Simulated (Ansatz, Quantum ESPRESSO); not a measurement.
# YHf (Pm-3m): phonons by linear response

How does YHf (Pm-3m) vibrate, and is this structure a minimum?

Main program and level: Quantum ESPRESSO 7.5; DFT LDA, scalar-relativistic, plane waves, JTH PAW pseudopotentials.

The structure was built from a prototype and need not be the compound's stable phase.

### Step 1. Set-up

Symmetry: Pm-3m, No. 221, cubic system. Conventional cell: a = 3.745 Å, b = 3.745 Å, c = 3.745 Å, α = 90.00°, β = 90.00°, γ = 90.00°. Hf has 8 Y at 3.24 Å nearest. Nearest to Y lie 8 Hf at 3.24 Å. Farther neighbours are not listed.

### Step 2. A probe with smearing

Before anything dear is run, a loose run with smearing shows whether this is a metal and how far the cell is from rest.

probe.in reads:

```
&control
   calculation = 'scf'
   prefix = 'x'
   outdir = './tmp'
   pseudo_dir = './pseudo'
   tprnfor = .true.
   tstress = .true.
   verbosity = 'high'
/
&system
   ibrav = 0
   nat = 2
   ntyp = 2
   ecutwfc = 40.0
   ecutrho = 200.0
   occupations = 'smearing'
   smearing = 'gaussian'
   degauss = 0.01
/
&electrons
   conv_thr = 1.0d-07
   mixing_beta = 0.7
   electron_maxstep = 100
/
ATOMIC_SPECIES
 Hf    178.4900  Hf.upf
 Y      88.9058  Y.upf
CELL_PARAMETERS angstrom
     3.745268110    0.000000000    0.000000000
     0.000000000    3.745268110    0.000000000
     0.000000000    0.000000000    3.745268110
ATOMIC_POSITIONS crystal
 Hf     0.000000000   0.000000000   0.000000000
 Y      0.500000000   0.500000000   0.500000000
K_POINTS automatic
 6 6 6 0 0 0
```

Launch:

```bash
$ OMP_NUM_THREADS=1 mpirun -n 4 pw.x -nk 4 -in probe.in > probe.out
```

The program printed:

```text
[banners, grids, parts of the stress and lines that vanish by symmetry left out]
Program PWSCF v.7.5
     file Hf.upf: wavefunction(s)  5S 5P 6P 5D 0D renormalized
     file Y.upf: wavefunction(s)  5S 5P 4D 0D renormalized
[...]
kinetic-energy cutoff     =      40.0000  Ry
     charge density cutoff     =     200.0000  Ry
     scf convergence threshold =      1.0E-07
[...]
Exchange-correlation= SLA PW NOGX NOGC
                           (   1   4   0   0   0   0   0)
[...]
48 Sym. Ops., with inversion, found
[...]
(     0          1          0      )
                  (     0          0          1      )
[...]
(  0.0000000  1.0000000  0.0000000 )
                  (  0.0000000  0.0000000  1.0000000 )
[...]
(     0         -1          0      )
[...]
(  0.0000000 -1.0000000  0.0000000 )
[...]
(     0          0          1      )
                  (     1          0          0      )
[...]
( -1.0000000  0.0000000  0.0000000 )
                  (  0.0000000  1.0000000  0.0000000 )
[...]
number of k points=    20  Gaussian smearing, width (Ry)=  0.0100
[...]
End of self-consistent calculation
[...]
the Fermi energy is    11.9296 ev
!    total energy              =    -953.07266999 Ry
[...]
convergence has been achieved in   6 iterations
[...]
atom    1 type  1   force =     0.00000000    0.00000000    0.00000000
     atom    2 type  2   force =     0.00000000    0.00000000    0.00000000
[...]
Total force =     0.000000     Total SCF correction =     0.000000
[...]
total   stress  (Ry/bohr**3)                   (kbar)     P=      -50.33
[...]
XML data file, charge density, pseudopotentials, collected wavefunctions

   JOB DONE.
```

Run time: 3.1 s. Hardware: 4 MPI ranks of Arm Neoverse V1, shared host; 12 s of CPU time.

Read from the output:

```
volume per atom   : 26.27 Å³
pressure          : -5.033 GPa
gap on the k-mesh : 0 eV
```

No gap opens on this mesh, so smearing is kept; the start stands at -5.0 GPa.

### Step 3. Relaxing the cell and atoms

The relaxation runs at a cutoff a fifth above that of the response, since stress converges more slowly with the basis than frequencies do. Forces and stress are brought to rest with tight thresholds.

relax.in reads:

```
&control
   calculation = 'vc-relax'
   prefix = 'x'
   outdir = './tmp'
   pseudo_dir = './pseudo'
   tprnfor = .true.
   tstress = .true.
   forc_conv_thr = 2.0d-05
   etot_conv_thr = 1.0d-07
   nstep = 40
/
&system
   ibrav = 0
   nat = 2
   ntyp = 2
   ecutwfc = 48
   ecutrho = 240.0
   occupations = 'smearing'
   smearing = 'gaussian'
   degauss = 0.02
/
&electrons
   conv_thr = 1.0d-11
   mixing_beta = 0.7
   electron_maxstep = 100
/
&ions
/
&cell
   press_conv_thr = 0.2
/
ATOMIC_SPECIES
 Hf    178.4900  Hf.upf
 Y      88.9058  Y.upf
CELL_PARAMETERS angstrom
     3.745268110    0.000000000    0.000000000
     0.000000000    3.745268110    0.000000000
     0.000000000    0.000000000    3.745268110
ATOMIC_POSITIONS crystal
 Hf     0.000000000   0.000000000   0.000000000
 Y      0.500000000   0.500000000   0.500000000
K_POINTS automatic
 8 8 8 0 0 0
```

Launch:

```bash
$ OMP_NUM_THREADS=1 mpirun -n 4 pw.x -nk 4 -in relax.in > relax.out
```

The program printed:

```text
[banners, grids, parts of the stress and lines that vanish by symmetry left out]
[banner, memory and clock lines left out]
Program PWSCF v.7.5

[...]
kinetic-energy cutoff     =      48.0000  Ry
     charge density cutoff     =     240.0000  Ry
     scf convergence threshold =      1.0E-11
[...]
energy convergence thresh.=      1.0E-07
     force convergence thresh. =      2.0E-05
     press convergence thresh. =      2.0E-01
     Exchange-correlation= SLA PW NOGX NOGC
                           (   1   4   0   0   0   0   0)
[...]
48 Sym. Ops., with inversion, found
[...]
number of k points=    35  Gaussian smearing, width (Ry)=  0.0200
[...]
End of self-consistent calculation
[...]
the Fermi energy is    11.9439 ev
!    total energy              =    -953.08047694 Ry
[...]
convergence has been achieved in  10 iterations
[...]
atom    1 type  1   force =     0.00000000    0.00000000    0.00000000
     atom    2 type  2   force =     0.00000000    0.00000000    0.00000000
     Total force =     0.000000     Total SCF correction =     0.000000
[...]
total   stress  (Ry/bohr**3)                   (kbar)     P=      -48.64
[...]
number of bfgs steps    =   0
[...]
CELL_PARAMETERS (angstrom)
[...]
ATOMIC_POSITIONS (crystal)
Hf               0.0000000000        0.0000000000        0.0000000000
Y                0.5000000000        0.5000000000        0.5000000000
[...]
New effective cutoffs (rho, wfc):  243.60   48.79
[...]
End of self-consistent calculation
[...]
the Fermi energy is    12.2962 ev
!    total energy              =    -953.08295840 Ry
[...]
convergence has been achieved in  26 iterations
[...]
atom    1 type  1   force =     0.00000000    0.00000000    0.00000000
     atom    2 type  2   force =     0.00000000    0.00000000    0.00000000
     Total force =     0.000000     Total SCF correction =     0.000000
[...]
total   stress  (Ry/bohr**3)                   (kbar)     P=      -34.84
[...]
number of bfgs steps    =   1
[...]
CELL_PARAMETERS (angstrom)
[...]
ATOMIC_POSITIONS (crystal)
Hf               0.0000000000        0.0000000000        0.0000000000
Y                0.5000000000        0.5000000000        0.5000000000
[...]
New effective cutoffs (rho, wfc):  249.81   50.04
[...]
End of self-consistent calculation
[...]
the Fermi energy is    12.8445 ev
!    total energy              =    -953.08500586 Ry
[...]
convergence has been achieved in  19 iterations
[...]
atom    1 type  1   force =     0.00000000    0.00000000    0.00000000
     atom    2 type  2   force =     0.00000000    0.00000000    0.00000000
     Total force =     0.000000     Total SCF correction =     0.000000
[...]
total   stress  (Ry/bohr**3)                   (kbar)     P=      -11.56
[...]
number of bfgs steps    =   2
[...]
CELL_PARAMETERS (angstrom)
[...]
ATOMIC_POSITIONS (crystal)
[...]
New effective cutoffs (rho, wfc):  252.86   50.65
[...]
End of self-consistent calculation
[...]
the Fermi energy is    13.1155 ev
!    total energy              =    -953.08522986 Ry
[...]
convergence has been achieved in  22 iterations
[...]
atom    1 type  1   force =     0.00000000    0.00000000    0.00000000
     atom    2 type  2   force =     0.00000000    0.00000000    0.00000000
     Total force =     0.000000     Total SCF correction =     0.000000
[...]
total   stress  (Ry/bohr**3)                   (kbar)     P=        0.75
[...]
number of bfgs steps    =   3
[...]
CELL_PARAMETERS (angstrom)
[...]
ATOMIC_POSITIONS (crystal)
[...]
New effective cutoffs (rho, wfc):  252.67   50.61
[...]
End of self-consistent calculation
[...]
the Fermi energy is    13.0990 ev
!    total energy              =    -953.08523077 Ry
[...]
convergence has been achieved in  13 iterations
[...]
atom    1 type  1   force =     0.00000000    0.00000000    0.00000000
     atom    2 type  2   force =     0.00000000    0.00000000    0.00000000
     Total force =     0.000000     Total SCF correction =     0.000000
[...]
total   stress  (Ry/bohr**3)                   (kbar)     P=       -0.01
[...]
number of bfgs steps    =   4
[...]
small trust_radius: resetting bfgs history
[...]
CELL_PARAMETERS (angstrom)
[...]
ATOMIC_POSITIONS (crystal)
[...]
New effective cutoffs (rho, wfc):  252.68   50.61
[...]
End of self-consistent calculation
[...]
the Fermi energy is    13.0991 ev
!    total energy              =    -953.08523077 Ry
[...]
convergence has been achieved in   7 iterations
[...]
atom    1 type  1   force =     0.00000000    0.00000000    0.00000000
     atom    2 type  2   force =     0.00000000    0.00000000    0.00000000
     Total force =     0.000000     Total SCF correction =     0.000000
[...]
total   stress  (Ry/bohr**3)                   (kbar)     P=       -0.01
[...]
bfgs converged in   6 scf cycles and   5 bfgs steps
[...]
End of BFGS Geometry Optimization
     Final enthalpy           =    -953.0852307670 Ry
     File ./tmp/x.bfgs deleted, as requested
[...]
CELL_PARAMETERS (angstrom)
[...]
ATOMIC_POSITIONS (crystal)
Hf               0.0000000000        0.0000000000        0.0000000000
Y                0.5000000000        0.5000000000        0.5000000000
[...]
Final scf calculation at the relaxed structure.
[...]
kinetic-energy cutoff     =      48.0000  Ry
     charge density cutoff     =     240.0000  Ry
     scf convergence threshold =      1.0E-13
[...]
press convergence thresh. =      2.0E-01
     Exchange-correlation= SLA PW NOGX NOGC
                           (   1   4   0   0   0   0   0)
[...]
48 Sym. Ops., with inversion, found
[...]
number of k points=    35  Gaussian smearing, width (Ry)=  0.0200
[...]
c_bands:  1 eigenvalues not converged
     c_bands:  1 eigenvalues not converged
[...]
End of self-consistent calculation
[...]
the Fermi energy is    13.0991 ev
!    total energy              =    -953.08502378 Ry
[...]
convergence has been achieved in  17 iterations
[...]
atom    1 type  1   force =     0.00000000    0.00000000    0.00000000
     atom    2 type  2   force =     0.00000000    0.00000000    0.00000000
     Total force =     0.000000     Total SCF correction =     0.000000
[...]
total   stress  (Ry/bohr**3)                   (kbar)     P=       -0.78
[...]
XML data file, charge density, pseudopotentials, collected wavefunctions
```

Wall time 47 s (4 MPI ranks).

Step by step:

| step | energy less that of the first step (eV) | largest force (eV/Å) | pressure (GPa) | volume (Å³) |
| --- | --- | --- | --- | --- |
| 1 | 0.0000 | 0.0000 | -4.86 | 52.53 |
| 2 | -0.0338 | 0.0000 | -3.48 | 51.24 |
| 3 | -0.0616 | 0.0000 | -1.16 | 49.35 |
| 4 | -0.0647 | 0.0000 | 0.07 | 48.45 |
| 5 | -0.0647 | 0.0000 | 0.00 | 48.51 |
| 6 | -0.0647 | 0.0000 | 0.00 | 48.51 |
| 7 | -0.0619 | 0.0000 | -0.08 | 48.51 |

| conventional cell, symmetrised | before | after | change |
| --- | --- | --- | --- |
| a (Å) | 3.745 | 3.647 | -2.6 % |
| b (Å) | 3.745 | 3.647 | -2.6 % |
| c (Å) | 3.745 | 3.647 | -2.6 % |
| volume (Å³/atom) | 26.27 | 24.25 | -7.7 % |

The relaxed structure:

```
CELL_PARAMETERS angstrom
3.64700 0.00000 0.00000
0.00000 3.64700 0.00000
0.00000 0.00000 3.64700
ATOMIC_POSITIONS crystal
Hf 0.00000 0.00000 0.00000
Y 0.50000 0.50000 0.50000
```

The last row of the table of steps is pw.x's closing run on a basis chosen anew for the final cell, so its energy can jump.

Read from the output:

| Quantity | Value |
| --- | --- |
| volume per atom | 24.25 Å³ |
| pressure | -0.078 GPa |

The volume changes by -7.7 % from the cell with which this run began.

### Step 4. Self-consistent run for the response

Perturbation theory inherits every error of the wavefunctions, so the threshold is set near the limit of the arithmetic. Smearing stays on, as the first look found no gap above 0.3 eV.

scf.in reads:

```
&control
   calculation = 'scf'
   prefix = 'x'
   outdir = './tmp'
   pseudo_dir = './pseudo'
   tprnfor = .true.
   tstress = .true.
/
&system
   ibrav = 0
   nat = 2
   ntyp = 2
   ecutwfc = 40.0
   ecutrho = 200.0
   occupations = 'smearing'
   smearing = 'gaussian'
   degauss = 0.02
/
&electrons
   conv_thr = 1.0d-12
   mixing_beta = 0.7
   electron_maxstep = 100
/
ATOMIC_SPECIES
 Hf    178.4900  Hf.upf
 Y      88.9058  Y.upf
CELL_PARAMETERS angstrom
     3.647002944    0.000000000    0.000000000
     0.000000000    3.647002944    0.000000000
     0.000000000    0.000000000    3.647002944
ATOMIC_POSITIONS crystal
 Hf     0.000000000   0.000000000   0.000000000
 Y      0.500000000   0.500000000   0.500000000
K_POINTS automatic
 8 8 8 0 0 0
```

Launch:

```bash
$ OMP_NUM_THREADS=1 mpirun -n 4 pw.x -nk 4 -in scf.in > scf.out
```

The program printed:

```text
[banners, grids, parts of the stress and lines that vanish by symmetry left out]
[banner, memory and clock lines left out]
Program PWSCF v.7.5

[...]
kinetic-energy cutoff     =      40.0000  Ry
     charge density cutoff     =     200.0000  Ry
     scf convergence threshold =      1.0E-12
[...]
Exchange-correlation= SLA PW NOGX NOGC
                           (   1   4   0   0   0   0   0)
[...]
48 Sym. Ops., with inversion, found
[...]
number of k points=    35  Gaussian smearing, width (Ry)=  0.0200
[...]
c_bands:  1 eigenvalues not converged
[...]
End of self-consistent calculation
[...]
the Fermi energy is    13.1000 ev
!    total energy              =    -953.08375440 Ry
[...]
convergence has been achieved in  11 iterations
[...]
atom    1 type  1   force =     0.00000000    0.00000000    0.00000000
     atom    2 type  2   force =     0.00000000    0.00000000    0.00000000
     Total force =     0.000000     Total SCF correction =     0.000000
[...]
total   stress  (Ry/bohr**3)                   (kbar)     P=       -0.77
[...]
XML data file, charge density, pseudopotentials, collected wavefunctions
```

Run time: 5.9 s. Hardware: 4 MPI ranks; 23 s of CPU time.

This step gave:

```yaml
pressure: -0.077 GPa
```

The cell stands at -0.077 GPa, close enough for phonons.

(Part 1 of 4 ends here.)

[Host names and launcher messages were left out of these logs when they were recorded.]

[Logs are printed without paths, hosts, clocks, repeated set-up lines and the standing remarks that a program may print on its own settings, such as how far it seeks lower states.]

[Hosts, paths, dates, database ids (printed as entryN), source tags and the programs' standing remarks are cut or masked in the printed files.]
